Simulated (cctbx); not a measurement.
# CaFe4As2: precision against data quality

Space group P4_2/mnm (no. 136), a = 7.2940 Å, b = 7.2940 Å, c = 3.8700 Å, α = 90.00°, β = 90.00°, γ = 90.00°.

```
atom  mult.       x       y    z  Ueq (Å²)
 As1      4  0.7820  0.2180  1/2    0.0165
 Fe1      8  0.9125  0.6598  1/2    0.0142
 Ca1      2       0       0    0    0.0420
```

The model was made for the exercise: a known structure type with other elements put in, its volume estimated, not relaxed; displacement parameters are assumed.

Five simulated data sets (cctbx; Mo Kα, λ = 0.71073 Å; 3 % proportional error) differ in resolution or exposure (noise floor 15 counts in the first three, 8 in the last two). Each is refined with the right model, isotropic at 1.1 Å and anisotropic otherwise. How do the figures of merit and the uncertainties move?

```csv
d min (Å),top counts,"⟨I/σ⟩ (unmerged, absences included)",unique,param. (scale apart),Rint,R1,GooF,largest s.u. xyz (fractional),s.u. U of Ca1 (Å²),largest error (Å)
1.1,40000,21.2,56,6,0.022,0.0256,3.85,0.00022,0.0021,0.0020
0.84,40000,14.3,118,13,0.030,0.0121,0.94,0.00007,0.0007,0.0004
0.6,40000,14.8,299,13,0.029,0.0100,0.94,0.00003,0.0003,0.0004
0.75,300,0.8,162,13,0.510,0.0922,0.96,0.00120,0.0143,0.0134
0.75,3000,4.4,162,13,0.100,0.0330,0.97,0.00020,0.0022,0.0027
```

GooF reaches 3.85 where the model lacks something that the data hold (anisotropy at the isotropic level, for one). The s.u. of U for Ca1 goes 0.0021, 0.0007, 0.0003 Å² with resolution and 0.0143, 0.0022 Å² with exposure.

The 1.1 Å row also differs in its displacement model, so it isn't a clean test of resolution.

Hardware for the 0.6 Å refinement: 0.39 s on 1 thread of Arm Neoverse V2, on a shared host, peak memory 0.09 GiB.

[Logs are printed without paths, hosts, clocks, repeated set-up lines and the standing remarks that a program may print on its own settings, such as how far it seeks lower states.]
